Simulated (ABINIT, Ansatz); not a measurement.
# How the form of the self-energy moves the gap of Be3N2 (R3m)

How much does the gap of Be3N2 (R3m) depend on the approximation to the self-energy?

Method: LDA and many-body steps on it, plane waves, in ABINIT 10.8.3.

Most raw output is cut from this account.

### 1. Set-up

It takes space group R3m (No. 160, trigonal). Conventional cell: a = 2.840 Å, b = 2.840 Å, c = 14.599 Å, α = 90.00°, β = 90.00°, γ = 120.00°. Nearest to Be lie 3 N at 1.65 Å. Be has 4 N at 1.66 to 1.84 Å nearest. Be has 4 N at 1.68 to 1.78 Å nearest. N has 5 Be at 1.65 to 1.68 Å nearest. N has 6 Be at 1.78 to 1.84 Å nearest. Farther neighbours and most contacts between anions are not listed.

The cell and positions are those that the Materials Project relaxed with its own functionals (PBE, PBE+U or r2SCAN), kept fixed.

### 2. Empty states on the mesh, 4×4×4 mesh, 120 bands

This step: ABINIT 10.8.3; DFT, LDA, plane waves, norm-conserving pseudopotentials.

The sums over transitions need many empty states on a uniform mesh; this step solves for them.

run.abi

```
acell 3*1.0 Angstrom
rprim 
  1.419805055509 0.819724830995 4.866215662800
  -1.419805055509 0.819724830995 4.866215662800
  -0.000000000000 -1.639449661990 4.866215662800
ntypat 2
znucl 4 7
natom 5
typat 1 1 1 2 2
xred 
  0.859001080000 0.859001080000 0.859001080000
  0.317694560000 0.317694560000 0.317694560000
  0.088806770000 0.088806770000 0.088806770000
  0.204162680000 0.204162680000 0.204162680000
  0.708434910000 0.708434910000 0.708434910000
pp_dirpath "pseudos"
pseudos "Be.upf, N.upf"
ecut 38
ngkpt 4 4 4
nshiftk 1
shiftk 0 0 0
kptopt 1
chksymbreak 0
irdden 1
istwfk *1
nband 120
prtvol 0
optdriver 6
gwr_task "HDIAGO"
paral_kgb 0
occopt 1
indata_prefix "in"
outdata_prefix "out"
tmpdata_prefix "tmp"
```

Launch:

```sh
OMP_NUM_THREADS=1 mpirun -n 4 abinit run.abi > log
```

Elapsed: 58 s, on 4 MPI ranks of Arm Neoverse V2, shared host; peak memory 1.7 GiB; 3.9 min of CPU time.

Numbers from this step:

```
gap                                                           : 2.731 eV
k of the valence top                                          : 0, 0, 0
k of the conduction bottom                                    : 0.5, 0.5, 0
least direct gap                                              : 3.792 eV
k points computed                                             : 13
lowest point of the top converged band, above the valence top : 101.1136 eV
```

On this mesh the gap is 2.731 eV.

The density comes from a self-consistent run that is not shown.

### 3. Screening, 4×4×4 mesh, 52 bands, screening to 141.5 eV

The RPA dielectric matrix is built and inverted for each q.

This step: RPA screening on LDA, plane waves, norm-conserving pseudopotentials.

run.abi, as its differences from that of step 2:

```diff
@@ -23,10 +23,11 @@
 chksymbreak 0
-irdden 1
 istwfk *1
-nband 120
-prtvol 0
-optdriver 6
-gwr_task "HDIAGO"
-paral_kgb 0
 occopt 1
+irdwfk 1
+optdriver 3
+nband 52
+ecuteps 5.2
+inclvkb 2
+awtr 1
+symchi 1
 indata_prefix "in"
```

The job ended after 44 s (4 MPI ranks; peak memory 1.5 GiB; 2.9 min of CPU time).

Numbers from this step:

- ε∞ with local fields, on this mesh, along the program's q direction: 4.764
- the same without local fields: 5.174
- plasma frequency: 29.88 eV
- plane waves in the screening matrix: 129

Local fields lower ε∞ by 8 %.

### 4. G0W0, Godby-Needs plasmon pole

The self-energy is evaluated for the states that the input lists, and the levels follow from it, in one-shot runs by the linearised quasiparticle equation.

This step: G0W0 on LDA, plane waves, norm-conserving pseudopotentials.

run.abi, as its differences from that of step 3:

```diff
@@ -26,8 +26,17 @@
 irdwfk 1
-optdriver 3
+optdriver 4
 nband 52
+gwcalctyp 0
+ecutsigx 38
+symsigma 1
+nkptgw 2
+kptgw 
+  0.0000000000 0.0000000000 0.0000000000
+  0.5000000000 0.5000000000 0.0000000000
+bdgw 
+  10 13
+  10 13
 ecuteps 5.2
-inclvkb 2
-awtr 1
-symchi 1
+irdscr 1
+ppmodel 1
 indata_prefix "in"
```

Wall time 5.3 s (4 MPI ranks); peak memory 0.67 GiB; 21 s of CPU time.

Numbers from this step:

```yaml
g0w0_gap_on_the_points_computed: 4.168 eV
starting_gap_on_the_mesh: 2.731 eV
k_of_the_valence_top: 0, 0, 0
k_of_the_conduction_bottom: 0.5, 0.5, 0
z_at_the_valence_top: 0.807
z_at_the_conduction_bottom: 0.844
least_direct_g0w0_gap_on_the_computed_points: 5.251 eV
```

The gap on the mesh goes from 2.73 eV to 4.17 eV, a correction of +1.44 eV.

### 5. G0W0, Hybertsen-Louie plasmon pole

run.abi, as its differences from that of step 4:

```diff
@@ -40,3 +40,3 @@
 irdscr 1
-ppmodel 1
+ppmodel 2
 indata_prefix "in"
```

Run time: 5.3 s. Hardware: 4 MPI ranks; peak memory 0.63 GiB; 21 s of CPU time.

This step gave:

* G0W0 gap on the points computed: 4.25 eV
* starting gap on the mesh: 2.731 eV
* k of the valence top: 0, 0, 0
* k of the conduction bottom: 0.5, 0.5, 0
* Z at the valence top: 0.856
* Z at the conduction bottom: 0.878
* least direct G0W0 gap on the computed points: 5.375 eV

Against G0W0 in ABINIT (4×4×4 mesh, 52 bands, screening to 141.5 eV, Godby-Needs plasmon pole), the gap moves by +0.082 eV.

### 6. G0W0, von der Linden-Horsch plasmon pole

run.abi, as its differences from that of step 5:

```diff
@@ -40,3 +40,3 @@
 irdscr 1
-ppmodel 2
+ppmodel 3
 indata_prefix "in"
```

Elapsed: 4.6 s, on 4 MPI ranks; peak memory 0.61 GiB; 18 s of CPU time.

Numbers from this step:

| Quantity | Value |
| --- | --- |
| G0W0 gap on the points computed | 4.086 eV |
| starting gap on the mesh | 2.731 eV |
| k of the valence top | 0, 0, 0 |
| k of the conduction bottom | 0.5, 0.5, 0 |
| least direct G0W0 gap on the computed points | 5.215 eV |

Against G0W0 in ABINIT (4×4×4 mesh, 52 bands, screening to 141.5 eV, Godby-Needs plasmon pole), the gap moves by −0.082 eV.

### 7. One-shot Hartree-Fock

This step: one-shot Hartree-Fock on LDA, plane waves, norm-conserving pseudopotentials.

run.abi, as its differences from that of step 6:

```diff
@@ -27,4 +27,4 @@
 optdriver 4
-nband 52
-gwcalctyp 0
+nband 15
+gwcalctyp 5
 ecutsigx 38
@@ -38,5 +38,4 @@
   10 13
-ecuteps 5.2
-irdscr 1
-ppmodel 3
+ixc_sigma 40
+fftgw 31
 indata_prefix "in"
```

Run time: 2.7 s. Hardware: 4 MPI ranks; peak memory 0.25 GiB; 11 s of CPU time.

This step gave:

```yaml
quasiparticle_gap_on_the_points_computed: 11.73 eV
starting_gap_on_the_mesh: 2.731 eV
k_of_the_valence_top: 0, 0, 0
k_of_the_conduction_bottom: 0.5, 0.5, 0
least_direct_quasiparticle_gap_on_the_computed_points: 12.68 eV
```

Against G0W0 in ABINIT (4×4×4 mesh, 52 bands, screening to 141.5 eV, Godby-Needs plasmon pole), the gap moves by +7.564 eV.

### 8. Screening, 4×4×4 mesh, 52 bands, screening to 141.5 eV

This step: RPA screening on LDA, plane waves, norm-conserving pseudopotentials.

run.abi, as its differences from that of step 7:

```diff
@@ -26,16 +26,14 @@
 irdwfk 1
-optdriver 4
-nband 15
-gwcalctyp 5
-ecutsigx 38
-symsigma 1
-nkptgw 2
-kptgw 
-  0.0000000000 0.0000000000 0.0000000000
-  0.5000000000 0.5000000000 0.0000000000
-bdgw 
-  10 13
-  10 13
-ixc_sigma 40
-fftgw 31
+optdriver 3
+nband 52
+ecuteps 5.2
+inclvkb 2
+awtr 1
+symchi 1
+gwcalctyp 2
+nfreqre 16
+freqremax 40 eV
+nfreqim 8
+spmeth 1
+nomegasf 120
 indata_prefix "in"
```

It took 49 s on 4 MPI ranks; peak memory 1.6 GiB; 3.2 min of CPU time.

This step gave:

```yaml
eps_infinity_with_local_fields_on_this_mesh_along_the_program_s_q_direction: 4.793
the_same_without_local_fields: 5.207
plasma_frequency: 29.88 eV
plane_waves_in_the_screening_matrix: 129
```

### 9. G0W0, contour deformation

This step: G0W0 on LDA, plane waves, norm-conserving pseudopotentials.

run.abi, as its differences from that of step 8:

```diff
@@ -26,14 +26,16 @@
 irdwfk 1
-optdriver 3
+optdriver 4
 nband 52
+gwcalctyp 2
+ecutsigx 38
+symsigma 1
+nkptgw 2
+kptgw 
+  0.0000000000 0.0000000000 0.0000000000
+  0.5000000000 0.5000000000 0.0000000000
+bdgw 
+  10 13
+  10 13
 ecuteps 5.2
-inclvkb 2
-awtr 1
-symchi 1
-gwcalctyp 2
-nfreqre 16
-freqremax 40 eV
-nfreqim 8
-spmeth 1
-nomegasf 120
+irdscr 1
 indata_prefix "in"
```

Wall time 4.9 s (4 MPI ranks); peak memory 0.77 GiB; 19 s of CPU time.

Numbers from this step:

```yaml
g0w0_gap_on_the_points_computed: 4.201 eV
starting_gap_on_the_mesh: 2.731 eV
k_of_the_valence_top: 0, 0, 0
k_of_the_conduction_bottom: 0.5, 0.5, 0
least_direct_g0w0_gap_on_the_computed_points: 5.273 eV
```

Against G0W0 in ABINIT (4×4×4 mesh, 52 bands, screening to 141.5 eV, Godby-Needs plasmon pole), the gap moves by +0.033 eV.

### 10. Side by side

Times are wall times on 4 MPI ranks of Arm Neoverse V2, shared host, good to a factor of about two. A run's time includes the screening step that it read.

```csv
run,mesh,bands,screening cutoff (eV),DFT gap (eV),gap on the mesh (eV),direct (eV),ε∞ used,time
"G0W0, Godby-Needs plasmon pole",4×4×4,52,141.5,2.731,4.168,5.251,4.76,49 s
"G0W0, Hybertsen-Louie plasmon pole",4×4×4,52,141.5,2.731,4.250,5.375,4.76,49 s
"G0W0, von der Linden-Horsch plasmon pole",4×4×4,52,141.5,2.731,4.086,5.215,4.76,49 s
one-shot Hartree-Fock,4×4×4,-,-,2.731,11.732,12.682,-,2.7 s
"G0W0, contour deformation",4×4×4,52,141.5,2.731,4.201,5.273,4.79,53 s
```

### 11. Summary of results

| Quantity | Value |
| --- | --- |
| G0W0, Godby-Needs plasmon pole | 4.168 eV |
| G0W0, Hybertsen-Louie plasmon pole | 4.250 eV |
| G0W0, von der Linden-Horsch plasmon pole | 4.086 eV |
| one-shot Hartree-Fock | 11.732 eV |
| G0W0, contour deformation | 4.201 eV |
| known limits | not at the basis limit |

G0W0, Hybertsen-Louie plasmon pole: +0.082 eV against G0W0, Godby-Needs plasmon pole. G0W0, von der Linden-Horsch plasmon pole: −0.082 eV against G0W0, Godby-Needs plasmon pole. One-shot Hartree-Fock: +7.564 eV against G0W0, Godby-Needs plasmon pole. G0W0, contour deformation: +0.033 eV against G0W0, Godby-Needs plasmon pole. Bare exchange alone opens the gap to 11.73 eV; against G0W0, correlation takes back 7.56 eV. Bands and cutoff are finite, so the gap is not at the basis limit. The miss can reach some tenths of an eV and take either sign; the mesh is an error of its own. In the G0W0 runs levels were corrected at 2 k points alone, so a gap called «on the mesh» is the least over those, and an edge elsewhere would be missed.

[Paths, hosts, dates, memory and timing lines, banners, echoed tables and standing remarks are left out of the program output.]

[Logs are printed without paths, hosts, clocks, repeated set-up lines and the standing remarks that a program may print on its own settings, such as how far it seeks lower states.]

[Runs of the session that timed out or met a known fault of the program may be left out.]

[Hosts, paths, dates, database ids (printed as entryN), source tags and the programs' standing remarks are cut or masked in the printed files.]

[G0W0 gaps are taken among the corrected bands and points alone; a level outside them can change the order at an edge.]

[Where Ansatz stands beside ABINIT at settings called matched, ABINIT's density can come from a denser mesh and the files from another edition; pairs whose starting gaps differed by over 0.03 eV were left out, so agreement reads better than it is.]
